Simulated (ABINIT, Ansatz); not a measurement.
# ZnS2 (Pa-3): G0W0 on several meshes in ABINIT

Aim: the GW shift of ZnS2 (Pa-3) against the k mesh.

Method: LDA and many-body steps on it, plane waves, in ABINIT 10.8.3.

### 1. Set-up

It takes space group Pa-3 (No. 205, cubic). The conventional cell has a = 5.945 Å, b = 5.945 Å, c = 5.945 Å, α = 90.00°, β = 90.00°, γ = 90.00°. Zn has 6 S at 2.52 Å nearest. Nearest to S lie 1 S at 2.06 Å and 3 Zn at 2.52 Å. Farther neighbours and most contacts between anions are not listed.

As a file:

```cif
data_structure
_symmetry_space_group_name_H-M 'Pa-3'
_symmetry_Int_Tables_number 205
_cell_length_a 5.9454
_cell_length_b 5.9454
_cell_length_c 5.9454
_cell_angle_alpha 90.000
_cell_angle_beta 90.000
_cell_angle_gamma 90.000
_cell_volume 210.16
loop_
_atom_site_label
_atom_site_type_symbol
_atom_site_symmetry_multiplicity
_atom_site_Wyckoff_symbol
_atom_site_fract_x
_atom_site_fract_y
_atom_site_fract_z
_atom_site_occupancy
Zn1 Zn 4 a 0.50000 0.50000 0.00000 1
S1 S 8 c 0.10025 0.89975 0.39975 1
```

The cell and positions are those that the Materials Project relaxed with its own functionals (PBE, PBE+U or r2SCAN), kept fixed.

### 2. Empty states on the mesh, 2×2×2 mesh, 771 bands

This step: ABINIT 10.8.3; DFT, LDA, plane waves, norm-conserving pseudopotentials.

The sums over transitions need many empty states on a uniform mesh; this step solves for them.

File run.abi:

```
acell 3*1.0 Angstrom
rprim 
  5.945430460000 0.000000000000 0.000000000000
  0.000000000000 5.945430460000 0.000000000000
  0.000000000000 0.000000000000 5.945430460000
ntypat 2
znucl 30 16
natom 12
typat 1 1 1 1 2 2 2 2 2 2 2 2
xred 
  0.500000000000 0.500000000000 0.000000000000
  0.500000000000 0.000000000000 0.500000000000
  0.000000000000 0.500000000000 0.500000000000
  0.000000000000 0.000000000000 0.000000000000
  0.100246390000 0.899753610000 0.399753610000
  0.899753610000 0.399753610000 0.100246390000
  0.399753610000 0.100246390000 0.899753610000
  0.600246390000 0.600246390000 0.600246390000
  0.899753610000 0.100246390000 0.600246390000
  0.100246390000 0.600246390000 0.899753610000
  0.600246390000 0.899753610000 0.100246390000
  0.399753610000 0.399753610000 0.399753610000
pp_dirpath "pseudos"
pseudos "Zn.upf, S.upf"
ecut 30
ngkpt 2 2 2
nshiftk 1
shiftk 0 0 0
kptopt 1
chksymbreak 0
iscf -2
irdden 1
istwfk *1
nband 771
nbdbuf 70
tolwfr 1e-09
nstep 60
prtvol 0
indata_prefix "in"
outdata_prefix "out"
tmpdata_prefix "tmp"
```

Command:

```bash
$ OMP_NUM_THREADS=4 mpirun -n 4 abinit run.abi > log
```

Numbers of over 12 decimals in the logs are rounded to 6 here.

What it wrote:

```text
.Version 10.8.3 of ABINIT. v10.8.2 released Aug 2026.

 Symmetries : space group Pa -3 (#205); Bravais cP (primitive cubic)
[... echo of the input left out ...]
== DATASET  1 ==================================================================
-   mpi_nproc: 4, omp_nthreads: 4 (-1 if OMP is not activated)

--- !DatasetInfo
iteration_state: {dtset: 1, }
dimensions: {natom: 12, nkpt: 4, mband: 771, nsppol: 1, nspinor: 1, nspden: 1, mpw: 11152, }
cutoff_energies: {ecut:  30.0, pawecutdg:  -1.0, }
[...]
4.46850    4.46858    4.47259    4.47261    4.47271    4.47287    4.48018    4.48486
   4.48523    4.48543    4.49639    4.49654    4.49793    4.50467    4.50670    4.51587
   4.51778    4.51996    4.54214
 prteigrs : prtvol=0 or 1, do not print more k-points.

== END DATASET(S) ==============================================================
================================================================================

 -outvars: echo values of variables after computation  --------
            nband         771
             nkpt           4
          spgroup         205
 [... the other variables as echoed above ...]

 Calculation completed.
```

Run time: 6.4 min. Hardware: 4 MPI ranks of Arm Neoverse V2, shared host; peak memory 1 GiB; 60 min of CPU time.

Numbers from this step:

- gap: 1.640 eV
- k of the valence top: 0, 0, 0
- k of the conduction bottom: 0, 0, 0
- least direct gap: 1.640 eV
- k points computed: 4
- lowest point of the top converged band, above the valence top: 110.0333 eV

On this mesh the gap is 1.640 eV.

The density comes from a self-consistent run that is not shown.

### 3. Screening, 2×2×2 mesh, 323 bands, screening to 176.9 eV

The RPA dielectric matrix is built and inverted for each q.

This step: RPA screening on LDA, plane waves, norm-conserving pseudopotentials.

Edit run.abi of step 2 so:

```diff
@@ -30,10 +30,11 @@
 chksymbreak 0
-iscf -2
-irdden 1
 istwfk *1
-nband 771
-nbdbuf 70
-tolwfr 1e-09
-nstep 60
-prtvol 0
+occopt 1
+irdwfk 1
+optdriver 3
+nband 323
+ecuteps 6.5
+inclvkb 2
+awtr 1
+symchi 1
 indata_prefix "in"
```

Command:

```bash
$ OMP_NUM_THREADS=1 mpirun -n 16 abinit run.abi > log
```

What it wrote:

```text
.Version 10.8.3 of ABINIT. v10.8.2 released Aug 2026.

 Symmetries : space group Pa -3 (#205); Bravais cP (primitive cubic)
[... echo of the input left out ...]
== DATASET  1 ==================================================================
-   mpi_nproc: 16, omp_nthreads: 1 (-1 if OMP is not activated)

--- !DatasetInfo
iteration_state: {dtset: 1, }
dimensions: {natom: 12, nkpt: 4, mband: 323, nsppol: 1, nspinor: 1, nspden: 1, mpw: 11152, }
cutoff_energies: {ecut:  30.0, pawecutdg:  -1.0, }
electrons: {nelect:   1.28000000E+02, charge:   0.00000000E+00, occopt:   1.00000000E+00, tsmear:   1.00000000E-02, }

 SCREENING: Calculation of the susceptibility and dielectric matrices

 Based on a program developped by R.W. Godby, V. Olevano, G. Onida, and L. Reining.
 Incorporated in ABINIT by V. Olevano, G.-M. Rignanese, and M. Torrent.
.Using double precision arithmetic ; gwpc =  8

[... cell and pseudopotentials left out ...]
--------------------------------------------------------------------------------

 ==== K-mesh for the wavefunctions ====
 Number of points in the irreducible wedge :     4
[... list of points left out ...]
 Together with 24 symmetry operations and time-reversal symmetry
 yields     8 points in the full Brillouin Zone.

 ==== Q-mesh for the screening function ====
 Number of points in the irreducible wedge :     4
[... list of points left out ...]
 Together with 24 symmetry operations and time-reversal symmetry
 yields     8 points in the full Brillouin Zone.

 setmesh: FFT mesh size selected  =    48x   48x   48
          total number of points  =       110592

 vcoul_init : cutoff-mode = AUXILIARY_FUNCTION
 q-points for optical limit:   1
     1)      0.000010    0.000020    0.000030

- screening: taking advantage of time-reversal symmetry
- Maximum band index for partially occupied states nbvw = 64
- Remaining bands to be divided among processors   nbcw = 259
- Number of bands treated by each node ~16

 Number of electrons calculated from density =  128.0000; Expected =  128.0000
 average of density, n =  0.090253
 r_s =    1.3830
 omega_plasma =   28.9793 [eV]

 calculating chi0 at frequencies [eV] :
  1    0.000000E+00    0.000000E+00
  2    0.000000E+00    2.897926E+01

--------------------------------------------------------------------------------
  q-point number  1        q = ( 0.000000, 0.000000, 0.000000) [r.l.u.]
--------------------------------------------------------------------------------
[... chi0 elements left out ...]
 For q-point:  0.000010 0.000020 0.000030
  dielectric constant =   9.5987
  dielectric constant without local fields =  10.6343

  Average fulfillment of the sum rule on Im[epsilon] for q-point    1 :     44.34  [%]
[... wings left out ...]
  q-point number  2        q = ( 0.500000, 0.000000, 0.000000) [r.l.u.]
--------------------------------------------------------------------------------
[... chi0 elements left out ...]
  Average fulfillment of the sum rule on Im[epsilon] for q-point    2 :     46.90  [%]

 [... 2 further q-points ...]
```

Elapsed: 3.1 min, on 16 MPI ranks; peak memory 14 GiB; 50 min of CPU time.

This step gave:

```
ε∞ with local fields, on this mesh, along the program's q direction : 9.599
the same without local fields                                       : 10.63
plasma frequency                                                    : 28.98 eV
plane waves in the screening matrix                                 : 1141
```

Local fields lower ε∞ by 10 %. On a Γ-centred mesh this coarse the value itself is usually too large, while a short band sum pulls it down.

### 4. 2×2×2

The self-energy is evaluated for the states that the input lists, and the levels follow from it, in one-shot runs by the linearised quasiparticle equation.

This step: G0W0 on LDA, plane waves, norm-conserving pseudopotentials.

Edit run.abi of step 3 so:

```diff
@@ -33,8 +33,15 @@
 irdwfk 1
-optdriver 3
+optdriver 4
 nband 323
+gwcalctyp 0
+ecutsigx 30
+symsigma 1
+nkptgw 1
+kptgw 
+  0.0000000000 0.0000000000 0.0000000000
+bdgw 
+  63 66
 ecuteps 6.5
-inclvkb 2
-awtr 1
-symchi 1
+irdscr 1
+ppmodel 1
 indata_prefix "in"
```

What it wrote:

```text
.Version 10.8.3 of ABINIT. v10.8.2 released Aug 2026.

 Symmetries : space group Pa -3 (#205); Bravais cP (primitive cubic)
[... echo of the input left out ...]
== DATASET  1 ==================================================================
-   mpi_nproc: 16, omp_nthreads: 1 (-1 if OMP is not activated)

--- !DatasetInfo
iteration_state: {dtset: 1, }
dimensions: {natom: 12, nkpt: 4, mband: 323, nsppol: 1, nspinor: 1, nspden: 1, mpw: 11152, }
cutoff_energies: {ecut:  30.0, pawecutdg:  -1.0, }
electrons: {nelect:   1.28000000E+02, charge:   0.00000000E+00, occopt:   1.00000000E+00, tsmear:   1.00000000E-02, }

 SIGMA: Calculation of the GW corrections

 Based on a program developped by R.W. Godby, V. Olevano, G. Onida, and L. Reining.
 Incorporated in ABINIT by V. Olevano, G.-M. Rignanese, and M. Torrent.
.Using double precision arithmetic ; gwpc =  8

[... cell and pseudopotentials left out ...]
--------------------------------------------------------------------------------

 ==== K-mesh for the wavefunctions ====
 Number of points in the irreducible wedge :     4
[... list of points left out ...]
 Together with 24 symmetry operations and time-reversal symmetry
 yields     8 points in the full Brillouin Zone.

 ==== Q-mesh for screening function ====
 Number of points in the irreducible wedge :     4
[... list of points left out ...]
 Together with 24 symmetry operations and time-reversal symmetry
 yields     8 points in the full Brillouin Zone.

 vcoul_init : cutoff-mode = AUXILIARY_FUNCTION
 q-points for optical limit:   1
     1)      0.000010    0.000020    0.000030
 setmesh: FFT mesh size selected  =    60x   60x   60
          total number of points  =       216000

 Number of electrons calculated from density =  128.0000; Expected =  128.0000
 average of density, n =  0.090253
 r_s =    1.3830
 omega_plasma =   28.9793 [eV]

 === KS Band Gaps ===
  >>>> For spin  1
   Minimum direct gap =   1.6397 [eV], located at k-point      :   0.0000  0.0000  0.0000
   Fundamental gap    =   1.6397 [eV], Top of valence bands at :   0.0000  0.0000  0.0000
                                       Bottom of conduction at :   0.0000  0.0000  0.0000
 SIGMA fundamental parameters:
 PLASMON POLE MODEL  1
 number of plane-waves for SigmaX                11067
 number of plane-waves for SigmaC and W           1141
 number of plane-waves for wavefunctions         11067
 number of bands                                   323
 number of independent spin polarizations            1
 number of spinorial components                      1
 number of k-points in IBZ                           4
 number of q-points in IBZ                           4
 number of symmetry operations                      24
 number of k-points in BZ                            8
 number of q-points in BZ                            8
 number of frequencies for dSigma/dE                 9
 frequency step for dSigma/dE [eV]                0.25
 number of omega for Sigma on real axis              0
 max omega for Sigma on real axis  [eV]           0.00
 zcut for avoiding poles [eV]                     0.10

 EPSILON^-1 parameters (SCR file):
 dimension of the eps^-1 matrix on file           1141
 dimension of the eps^-1 matrix used              1141
 number of plane-waves for wavefunctions         11067
 number of bands                                   323
 number of q-points in IBZ                           4
 number of frequencies                               2
 number of real frequencies                          1
 number of imag frequencies                          1

 matrix elements of self-energy operator (all in [eV])

 Perturbative Calculation

--- !SelfEnergy_ee
iteration_state: {dtset: 1, }
kpoint     : [   0.000,    0.000,    0.000, ]
spin       : 1
KS_gap     :    1.640
QP_gap     :    2.677
Delta_QP_KS:    1.037
data: !SigmaeeData |
     Band     E0 <VxcDFT>   SigX SigC(E0)      Z dSigC/dE  Sig(E)    E-E0       E
       63   5.708 -15.516 -18.122   2.085   0.783  -0.278 -15.924  -0.408   5.300
       64   5.708 -15.516 -18.122   2.085   0.783  -0.278 -15.924  -0.408   5.300
       65   7.348 -11.786  -6.981  -4.008   0.790  -0.266 -11.157   0.629   7.977
       66   7.832 -13.778  -8.628  -4.069   0.797  -0.255 -12.916   0.862   8.693

== END DATASET(S) ==============================================================
================================================================================

 -outvars: echo values of variables after computation  --------
           etotal      0.0000000000E+00
            nband         323
             nkpt           4
          spgroup         205
 [... the other variables as echoed above ...]

 Calculation completed.
```

Wall time 20 s (16 MPI ranks); peak memory 9.9 GiB.

Numbers from this step:

```yaml
g0w0_gap_on_the_points_computed: 2.677 eV
starting_gap_on_the_mesh: 1.640 eV
k_of_the_valence_top: 0, 0, 0
k_of_the_conduction_bottom: 0, 0, 0
z_at_the_valence_top: 0.783
z_at_the_conduction_bottom: 0.79
least_direct_g0w0_gap_on_the_computed_points: 2.677 eV
```

The gap on the mesh goes from 1.64 eV to 2.68 eV, a correction of +1.04 eV.

### 5. Empty states on the mesh, 4×4×4 mesh, 355 bands

This step: DFT, LDA, plane waves, norm-conserving pseudopotentials.

Edit run.abi of step 4 so:

```diff
@@ -25,3 +25,3 @@
 ecut 30
-ngkpt 2 2 2
+ngkpt 4 4 4
 nshiftk 1
@@ -30,18 +30,10 @@
 chksymbreak 0
+iscf -2
+irdden 1
 istwfk *1
-occopt 1
-irdwfk 1
-optdriver 4
-nband 323
-gwcalctyp 0
-ecutsigx 30
-symsigma 1
-nkptgw 1
-kptgw 
-  0.0000000000 0.0000000000 0.0000000000
-bdgw 
-  63 66
-ecuteps 6.5
-irdscr 1
-ppmodel 1
+nband 355
+nbdbuf 32
+tolwfr 1e-09
+nstep 60
+prtvol 0
 indata_prefix "in"
```

Command:

```bash
$ OMP_NUM_THREADS=1 mpirun -n 11 abinit run.abi > log
```

What it wrote:

```text
.Version 10.8.3 of ABINIT. v10.8.2 released Aug 2026.

 Symmetries : space group Pa -3 (#205); Bravais cP (primitive cubic)
[... echo of the input left out ...]
== DATASET  1 ==================================================================
-   mpi_nproc: 11, omp_nthreads: 1 (-1 if OMP is not activated)

--- !DatasetInfo
iteration_state: {dtset: 1, }
dimensions: {natom: 12, nkpt: 11, mband: 355, nsppol: 1, nspinor: 1, nspden: 1, mpw: 11176, }
cutoff_energies: {ecut:  30.0, pawecutdg:  -1.0, }
[...]
2.41120    2.41319    2.41319    2.41319    2.42954    2.42955    2.43649    2.43649
   2.43649    2.44572    2.44574    2.45910    2.47294    2.47301    2.47331    2.49097
   2.49128    2.49684    2.51622
 prteigrs : prtvol=0 or 1, do not print more k-points.

== END DATASET(S) ==============================================================
================================================================================

 -outvars: echo values of variables after computation  --------
            nband         355
             nkpt          11
          spgroup         205
 [... the other variables as echoed above ...]

 Calculation completed.
```

Run time: 3.8 min. Hardware: 11 MPI ranks; peak memory 1.8 GiB.

This step gave:

```
gap                                                           : 1.260 eV
k of the valence top                                          : 0, 0, 0
k of the conduction bottom                                    : 0.25, 0.25, 0.25
least direct gap                                              : 1.640 eV
k points computed                                             : 11
lowest point of the top converged band, above the valence top : 56.6481 eV
```

On this mesh the gap is 1.260 eV.

### 6. Screening, 4×4×4 mesh, 323 bands, screening to 176.9 eV

This step: RPA screening on LDA, plane waves, norm-conserving pseudopotentials.

Edit run.abi of step 5 so:

```diff
@@ -30,10 +30,11 @@
 chksymbreak 0
-iscf -2
-irdden 1
 istwfk *1
-nband 355
-nbdbuf 32
-tolwfr 1e-09
-nstep 60
-prtvol 0
+occopt 1
+irdwfk 1
+optdriver 3
+nband 323
+ecuteps 6.5
+inclvkb 2
+awtr 1
+symchi 1
 indata_prefix "in"
```

Command:

```bash
$ OMP_NUM_THREADS=1 mpirun -n 16 abinit run.abi > log
```

What it wrote:

```text
.Version 10.8.3 of ABINIT. v10.8.2 released Aug 2026.

 Symmetries : space group Pa -3 (#205); Bravais cP (primitive cubic)
[... echo of the input left out ...]
== DATASET  1 ==================================================================
-   mpi_nproc: 16, omp_nthreads: 1 (-1 if OMP is not activated)

--- !DatasetInfo
iteration_state: {dtset: 1, }
dimensions: {natom: 12, nkpt: 11, mband: 323, nsppol: 1, nspinor: 1, nspden: 1, mpw: 11176, }
cutoff_energies: {ecut:  30.0, pawecutdg:  -1.0, }
electrons: {nelect:   1.28000000E+02, charge:   0.00000000E+00, occopt:   1.00000000E+00, tsmear:   1.00000000E-02, }

 SCREENING: Calculation of the susceptibility and dielectric matrices

 Based on a program developped by R.W. Godby, V. Olevano, G. Onida, and L. Reining.
 Incorporated in ABINIT by V. Olevano, G.-M. Rignanese, and M. Torrent.
.Using double precision arithmetic ; gwpc =  8

[... cell and pseudopotentials left out ...]
--------------------------------------------------------------------------------

 ==== K-mesh for the wavefunctions ====
 Number of points in the irreducible wedge :    11
[... list of points left out ...]
 Together with 24 symmetry operations and time-reversal symmetry
 yields    64 points in the full Brillouin Zone.

 ==== Q-mesh for the screening function ====
 Number of points in the irreducible wedge :    11
[... list of points left out ...]
 Together with 24 symmetry operations and time-reversal symmetry
 yields    64 points in the full Brillouin Zone.

 setmesh: FFT mesh size selected  =    48x   48x   48
          total number of points  =       110592

 vcoul_init : cutoff-mode = AUXILIARY_FUNCTION
 q-points for optical limit:   1
     1)      0.000010    0.000020    0.000030

- screening: taking advantage of time-reversal symmetry
- Maximum band index for partially occupied states nbvw = 64
- Remaining bands to be divided among processors   nbcw = 259
- Number of bands treated by each node ~16

 Number of electrons calculated from density =  128.0000; Expected =  128.0000
 average of density, n =  0.090253
 r_s =    1.3830
 omega_plasma =   28.9793 [eV]

 calculating chi0 at frequencies [eV] :
  1    0.000000E+00    0.000000E+00
  2    0.000000E+00    2.897926E+01

--------------------------------------------------------------------------------
  q-point number  1        q = ( 0.000000, 0.000000, 0.000000) [r.l.u.]
--------------------------------------------------------------------------------
[... chi0 elements left out ...]
 For q-point:  0.000010 0.000020 0.000030
  dielectric constant =   8.7600
  dielectric constant without local fields =   9.7627

  Average fulfillment of the sum rule on Im[epsilon] for q-point    1 :     44.34  [%]
[... wings left out ...]
  q-point number  2        q = ( 0.250000, 0.000000, 0.000000) [r.l.u.]
--------------------------------------------------------------------------------
[... chi0 elements left out ...]
  Average fulfillment of the sum rule on Im[epsilon] for q-point    2 :     49.11  [%]

 [... 9 further q-points ...]
```

The job ended after 39 min (16 MPI ranks; peak memory 31 GiB; 10 h of CPU time).

Numbers from this step:

* ε∞ with local fields, on this mesh, along the program's q direction: 8.76
* the same without local fields: 9.763
* plasma frequency: 28.98 eV
* plane waves in the screening matrix: 1141

(Part 1 of 2 ends here.)

[Paths, hosts, dates, memory and timing lines, banners, echoed tables and standing remarks are left out of the program output.]

[Logs are printed without paths, hosts, clocks, repeated set-up lines and the standing remarks that a program may print on its own settings, such as how far it seeks lower states.]

[Runs of the session that timed out or met a known fault of the program may be left out.]

[Hosts, paths, dates, database ids (printed as entryN), source tags and the programs' standing remarks are cut or masked in the printed files.]

[G0W0 gaps are taken among the corrected bands and points alone; a level outside them can change the order at an edge.]

[Where Ansatz stands beside ABINIT at settings called matched, ABINIT's density can come from a denser mesh and the files from another edition; pairs whose starting gaps differed by over 0.03 eV were left out, so agreement reads better than it is.]
